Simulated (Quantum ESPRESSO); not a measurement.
**Lithium (Im-3m): from the cell to the phonon bands**

How does Lithium (Im-3m) vibrate, and is this structure a minimum?

Method: DFT LDA, scalar-relativistic, plane waves, PseudoDojo norm-conserving pseudopotentials, in Quantum ESPRESSO 7.5.

## Step 1: Set-up

It takes space group Im-3m (No. 229, cubic). Conventional cell: a = 3.509 Å, b = 3.509 Å, c = 3.509 Å, α = 90.00°, β = 90.00°, γ = 90.00°. Li has 8 Li at 3.04 Å nearest.

Structure file:

```cif
data_structure
_symmetry_space_group_name_H-M 'Im-3m'
_symmetry_Int_Tables_number 229
_cell_length_a 3.5093
_cell_length_b 3.5093
_cell_length_c 3.5093
_cell_angle_alpha 90.000
_cell_angle_beta 90.000
_cell_angle_gamma 90.000
_cell_volume 43.22
loop_
_atom_site_label
_atom_site_type_symbol
_atom_site_symmetry_multiplicity
_atom_site_Wyckoff_symbol
_atom_site_fract_x
_atom_site_fract_y
_atom_site_fract_z
_atom_site_occupancy
Li1 Li 2 a 0.00000 0.00000 0.00000 1
```

## Step 2: A first look

Before anything dear is run, a loose run with smearing shows whether this is a metal and how far the cell is from rest.

The input, probe.in:

```
&CONTROL
  calculation = 'scf'
  prefix      = 'x'
  outdir      = './tmp'
  pseudo_dir  = './pseudo'
  tprnfor     = .true.
  tstress     = .true.
  verbosity   = 'high'
/
&SYSTEM
  ibrav       = 0
  nat         = 1
  ntyp        = 1
  ecutwfc     = 81.0
  occupations = 'smearing'
  smearing    = 'gaussian'
  degauss     = 0.01
/
&ELECTRONS
  conv_thr         = 1.0d-07
  mixing_beta      = 0.7
  electron_maxstep = 100
/
ATOMIC_SPECIES
 Li      6.9400  Li.upf
CELL_PARAMETERS angstrom
     1.754650000    1.754650000    1.754650000
    -1.754650000    1.754650000    1.754650000
    -1.754650000   -1.754650000    1.754650000
ATOMIC_POSITIONS crystal
 Li     0.000000000   0.000000000   0.000000000
K_POINTS automatic
 8 8 8 0 0 0
```

Started as:

```console
OMP_NUM_THREADS=1 mpirun -n 4 pw.x -nk 4 -in probe.in > probe.out
```

The log of the run:

```text
[banners, grids, parts of the stress and lines that vanish by symmetry left out]
Program PWSCF v.7.5
     Message from routine setup:
     using ibrav=0 with symmetry is DISCOURAGED, use correct ibrav instead
[...]
kinetic-energy cutoff     =      81.0000  Ry
     charge density cutoff     =     324.0000  Ry
     scf convergence threshold =      1.0E-07
[...]
Exchange-correlation= SLA  PW   NOGX NOGC
                           (   1   4   0   0   0   0   0)
[...]
48 Sym. Ops., with inversion, found
[...]
(     0          1          0      )
                  (     0          0          1      )
[...]
( -0.0000000  1.0000000 -0.0000000 )
                  ( -0.0000000 -0.0000000  1.0000000 )
[...]
(     1         -1          1      )
                  (     1          0          0      )
[...]
(  1.0000000  0.0000000 -0.0000000 )
                  ( -0.0000000 -1.0000000 -0.0000000 )
[...]
(     1          0          0      )
                  (     0          0         -1      )
[...]
( -1.0000000 -0.0000000 -0.0000000 )
                  (  0.0000000  1.0000000 -0.0000000 )
[...]
number of k points=    29  Gaussian smearing, width (Ry)=  0.0100
[...]
End of self-consistent calculation
[...]
the Fermi energy is     0.6813 ev
!    total energy              =     -14.23044103 Ry
[...]
convergence has been achieved in   4 iterations
[...]
atom    1 type  1   force =     0.00000000    0.00000000    0.00000000
[...]
Total force =     0.000000     Total SCF correction =     0.000000
[...]
total   stress  (Ry/bohr**3)                   (kbar)     P=      -15.12
[...]
XML data file, charge density, pseudopotentials, collected wavefunctions

   JOB DONE.
```

Wall time 1.6 s (4 MPI ranks of Arm Neoverse V1, shared host); 6.1 s of CPU time.

Read from the output:

```yaml
volume_per_atom: 21.61 Å³
pressure: -1.512 GPa
gap_on_the_k_mesh: 0 eV
```

No gap opens on this mesh, so smearing is kept; the start stands at -1.5 GPa.

## Step 3: Relaxing the cell and atoms

The relaxation runs at a cutoff a fifth above that of the response, since stress converges more slowly with the basis than frequencies do. Forces and stress are brought to rest with tight thresholds.

The input, relax.in:

```
&CONTROL
  calculation   = 'vc-relax'
  prefix        = 'x'
  outdir        = './tmp'
  pseudo_dir    = './pseudo'
  tprnfor       = .true.
  tstress       = .true.
  forc_conv_thr = 2.0d-05
  etot_conv_thr = 1.0d-07
  nstep         = 40
/
&SYSTEM
  ibrav       = 0
  nat         = 1
  ntyp        = 1
  ecutwfc     = 97
  occupations = 'smearing'
  smearing    = 'mv'
  degauss     = 0.02
/
&ELECTRONS
  conv_thr         = 1.0d-11
  mixing_beta      = 0.7
  electron_maxstep = 100
/
&IONS
/
&CELL
  press_conv_thr = 0.2
/
ATOMIC_SPECIES
 Li      6.9400  Li.upf
CELL_PARAMETERS angstrom
     1.754650000    1.754650000    1.754650000
    -1.754650000    1.754650000    1.754650000
    -1.754650000   -1.754650000    1.754650000
ATOMIC_POSITIONS crystal
 Li     0.000000000   0.000000000   0.000000000
K_POINTS automatic
 14 14 14 0 0 0
```

Started as:

```console
OMP_NUM_THREADS=1 mpirun -n 4 pw.x -nk 4 -in relax.in > relax.out
```

The log of the run:

```text
[banners, grids, parts of the stress and lines that vanish by symmetry left out]
[banner, memory and clock lines left out]
Program PWSCF v.7.5

[...]
kinetic-energy cutoff     =      97.0000  Ry
     charge density cutoff     =     388.0000  Ry
     scf convergence threshold =      1.0E-11
[...]
energy convergence thresh.=      1.0E-07
     force convergence thresh. =      2.0E-05
     press convergence thresh. =      2.0E-01
     Exchange-correlation= SLA  PW   NOGX NOGC
                           (   1   4   0   0   0   0   0)
[...]
48 Sym. Ops., with inversion, found
[...]
number of k points=   104  Marzari-Vanderbilt smearing, width (Ry)=  0.0200
[...]
End of self-consistent calculation
[...]
the Fermi energy is     0.6406 ev
!    total energy              =     -14.23092352 Ry
[...]
convergence has been achieved in   5 iterations
[...]
atom    1 type  1   force =     0.00000000    0.00000000    0.00000000
     Total force =     0.000000     Total SCF correction =     0.000000
[...]
total   stress  (Ry/bohr**3)                   (kbar)     P=      -15.39
[...]
number of bfgs steps    =   0
[...]
CELL_PARAMETERS (angstrom)
[...]
ATOMIC_POSITIONS (crystal)
Li               0.0000000000        0.0000000000        0.0000000000
[...]
New effective cutoffs (rho, wfc):  389.83   97.50
[...]
End of self-consistent calculation
[...]
the Fermi energy is     0.6632 ev
!    total energy              =     -14.23103999 Ry
[...]
convergence has been achieved in   3 iterations
[...]
atom    1 type  1   force =     0.00000000    0.00000000    0.00000000
     Total force =     0.000000     Total SCF correction =     0.000000
[...]
total   stress  (Ry/bohr**3)                   (kbar)     P=      -14.63
[...]
number of bfgs steps    =   1
[...]
WARNING: bfgs curvature condition failed, Theta= 0.846
[...]
CELL_PARAMETERS (angstrom)
[...]
ATOMIC_POSITIONS (crystal)
Li               0.0000000000        0.0000000000        0.0000000000
[...]
New effective cutoffs (rho, wfc):  392.92   98.28
[...]
End of self-consistent calculation
[...]
the Fermi energy is     0.6975 ev
!    total energy              =     -14.23120225 Ry
[...]
convergence has been achieved in   4 iterations
[...]
atom    1 type  1   force =     0.00000000    0.00000000    0.00000000
     Total force =     0.000000     Total SCF correction =     0.000000
[...]
total   stress  (Ry/bohr**3)                   (kbar)     P=      -13.43
[...]
number of bfgs steps    =   2
[...]
CELL_PARAMETERS (angstrom)
[...]
ATOMIC_POSITIONS (crystal)
Li               0.0000000000        0.0000000000        0.0000000000
[...]
New effective cutoffs (rho, wfc):  397.62   99.45
[...]
End of self-consistent calculation
[...]
the Fermi energy is     0.7499 ev
!    total energy              =     -14.23141672 Ry
[...]
convergence has been achieved in   4 iterations
[...]
atom    1 type  1   force =     0.00000000    0.00000000    0.00000000
     Total force =     0.000000     Total SCF correction =     0.000000
[...]
New effective cutoffs (rho, wfc):  416.00  104.05
[...]
the Fermi energy is     0.9572 ev
!    total energy              =     -14.23188639 Ry
[...]
convergence has been achieved in   4 iterations
[...]
atom    1 type  1   force =     0.00000000    0.00000000    0.00000000
     Total force =     0.000000     Total SCF correction =     0.000000
[...]
total   stress  (Ry/bohr**3)                   (kbar)     P=       -3.05
[...]
number of bfgs steps    =   5
[...]
New effective cutoffs (rho, wfc):  422.32  105.63
[...]
the Fermi energy is     1.0291 ev
!    total energy              =     -14.23191492 Ry
[...]
convergence has been achieved in   4 iterations
[...]
atom    1 type  1   force =     0.00000000    0.00000000    0.00000000
     Total force =     0.000000     Total SCF correction =     0.000000
[...]
total   stress  (Ry/bohr**3)                   (kbar)     P=        0.24
[...]
number of bfgs steps    =   6
[...]
New effective cutoffs (rho, wfc):  421.85  105.51
[...]
the Fermi energy is     1.0238 ev
!    total energy              =     -14.23191509 Ry
[...]
convergence has been achieved in   3 iterations
[...]
atom    1 type  1   force =     0.00000000    0.00000000    0.00000000
     Total force =     0.000000     Total SCF correction =     0.000000
[...]
total   stress  (Ry/bohr**3)                   (kbar)     P=       -0.01
[...]
number of bfgs steps    =   7
[...]
small trust_radius: resetting bfgs history
[...]
CELL_PARAMETERS (angstrom)
[...]
ATOMIC_POSITIONS (crystal)
Li               0.0000000000        0.0000000000        0.0000000000
[...]
New effective cutoffs (rho, wfc):  421.85  105.51
[...]
End of self-consistent calculation
[...]
the Fermi energy is     1.0238 ev
!    total energy              =     -14.23191509 Ry
[...]
convergence has been achieved in   1 iterations
[...]
atom    1 type  1   force =     0.00000000    0.00000000    0.00000000
     Total force =     0.000000     Total SCF correction =     0.000000
[...]
total   stress  (Ry/bohr**3)                   (kbar)     P=       -0.01
[...]
bfgs converged in   9 scf cycles and   8 bfgs steps
[...]
End of BFGS Geometry Optimization
     Final enthalpy           =     -14.2319150859 Ry
     File ./tmp/x.bfgs deleted, as requested
[...]
CELL_PARAMETERS (angstrom)
[...]
ATOMIC_POSITIONS (crystal)
Li               0.0000000000        0.0000000000        0.0000000000
[...]
Final scf calculation at the relaxed structure.
[...]
kinetic-energy cutoff     =      97.0000  Ry
     charge density cutoff     =     388.0000  Ry
     scf convergence threshold =      1.0E-13
[...]
press convergence thresh. =      2.0E-01
     Exchange-correlation= SLA  PW   NOGX NOGC
                           (   1   4   0   0   0   0   0)
[...]
48 Sym. Ops., with inversion, found
[...]
number of k points=   104  Marzari-Vanderbilt smearing, width (Ry)=  0.0200
[...]
c_bands:  1 eigenvalues not converged
     c_bands:  1 eigenvalues not converged
     c_bands:  1 eigenvalues not converged
     c_bands:  1 eigenvalues not converged
     c_bands:  1 eigenvalues not converged
     c_bands:  1 eigenvalues not converged
     c_bands:  1 eigenvalues not converged
     c_bands:  1 eigenvalues not converged
[...]
End of self-consistent calculation
[...]
the Fermi energy is     1.0238 ev
!    total energy              =     -14.23191427 Ry
[...]
convergence has been achieved in   7 iterations
[...]
atom    1 type  1   force =     0.00000000    0.00000000    0.00000000
     Total force =     0.000000     Total SCF correction =     0.000000
[...]
total   stress  (Ry/bohr**3)                   (kbar)     P=       -0.01
[...]
XML data file, charge density, pseudopotentials, collected wavefunctions
```

Elapsed: 27 s, on 4 MPI ranks; 1.8 min of CPU time.

Relaxation path:

| step | energy less that of the first step (eV) | largest force (eV/Å) | pressure (GPa) | volume (Å³) |
| --- | --- | --- | --- | --- |
| 1 | 0.0000 | 0.0000 | -1.54 | 21.61 |
| 2 | -0.0016 | 0.0000 | -1.46 | 21.44 |
| 3 | -0.0038 | 0.0000 | -1.34 | 21.19 |
| 4 | -0.0067 | 0.0000 | -1.15 | 20.81 |
| 5 | -0.0102 | 0.0000 | -0.84 | 20.26 |
| 6 | -0.0131 | 0.0000 | -0.30 | 19.45 |
| 7 | -0.0135 | 0.0000 | 0.02 | 19.01 |
| 8 | -0.0135 | 0.0000 | 0.00 | 19.05 |
| 9 | -0.0135 | 0.0000 | 0.00 | 19.05 |
| 10 | -0.0135 | 0.0000 | 0.00 | 19.05 |

| conventional cell, symmetrised | before | after | change |
| --- | --- | --- | --- |
| a (Å) | 3.509 | 3.365 | -4.1 % |
| b (Å) | 3.509 | 3.365 | -4.1 % |
| c (Å) | 3.509 | 3.365 | -4.1 % |
| volume (Å³/atom) | 21.61 | 19.05 | -11.9 % |

Final coordinates:

```
Li
1.0
     1.68233    1.68233    1.68233
    -1.68233    1.68233    1.68233
    -1.68233   -1.68233    1.68233
Li
1
Direct
  0.00000 0.00000 0.00000
```

The last row of the table of steps is pw.x's closing run on a basis chosen anew for the final cell, so its energy can jump.

This step gave:

* volume per atom: 19.05 Å³
* pressure: -0.001 GPa

The volume changes by -11.9 % from the cell with which this run began.

## Step 4: Ground state

The response is built on this ground state, so it is converged far tighter than an energy would need. Smearing stays on, as the first look found no gap above 0.3 eV.

The input, scf.in:

```
&CONTROL
  calculation = 'scf'
  prefix      = 'x'
  outdir      = './tmp'
  pseudo_dir  = './pseudo'
  tprnfor     = .true.
  tstress     = .true.
/
&SYSTEM
  ibrav       = 0
  nat         = 1
  ntyp        = 1
  ecutwfc     = 81.0
  occupations = 'smearing'
  smearing    = 'mv'
  degauss     = 0.02
/
&ELECTRONS
  conv_thr         = 1.0d-12
  mixing_beta      = 0.7
  electron_maxstep = 100
/
ATOMIC_SPECIES
 Li      6.9400  Li.upf
CELL_PARAMETERS angstrom
     1.682330634    1.682330634    1.682330634
    -1.682330634    1.682330634    1.682330634
    -1.682330634   -1.682330634    1.682330634
ATOMIC_POSITIONS crystal
 Li     0.000000000   0.000000000   0.000000000
K_POINTS automatic
 16 16 16 0 0 0
```

Started as:

```console
OMP_NUM_THREADS=1 mpirun -n 4 pw.x -nk 4 -in scf.in > scf.out
```

The log of the run:

```text
[banners, grids, parts of the stress and lines that vanish by symmetry left out]
[banner, memory and clock lines left out]
Program PWSCF v.7.5

[...]
kinetic-energy cutoff     =      81.0000  Ry
     charge density cutoff     =     324.0000  Ry
     scf convergence threshold =      1.0E-12
[...]
Exchange-correlation= SLA  PW   NOGX NOGC
                           (   1   4   0   0   0   0   0)
[...]
48 Sym. Ops., with inversion, found
[...]
number of k points=   145  Marzari-Vanderbilt smearing, width (Ry)=  0.0200
[...]
End of self-consistent calculation
[...]
the Fermi energy is     1.0276 ev
!    total energy              =     -14.23199367 Ry
[...]
convergence has been achieved in   6 iterations
[...]
atom    1 type  1   force =     0.00000000    0.00000000    0.00000000
     Total force =     0.000000     Total SCF correction =     0.000000
[...]
total   stress  (Ry/bohr**3)                   (kbar)     P=       -0.15
[...]
XML data file, charge density, pseudopotentials, collected wavefunctions
```

Wall time 3.4 s (4 MPI ranks).

This step gave:

- pressure: -0.015 GPa

The cell stands at -0.015 GPa, close enough for phonons.

[end of part 1 of 3]

[Host names and launcher messages were left out of these logs when they were recorded.]

[Logs are printed without paths, hosts, clocks, repeated set-up lines and the standing remarks that a program may print on its own settings, such as how far it seeks lower states.]

[Hosts, paths, dates, database ids (printed as entryN), source tags and the programs' standing remarks are cut or masked in the printed files.]
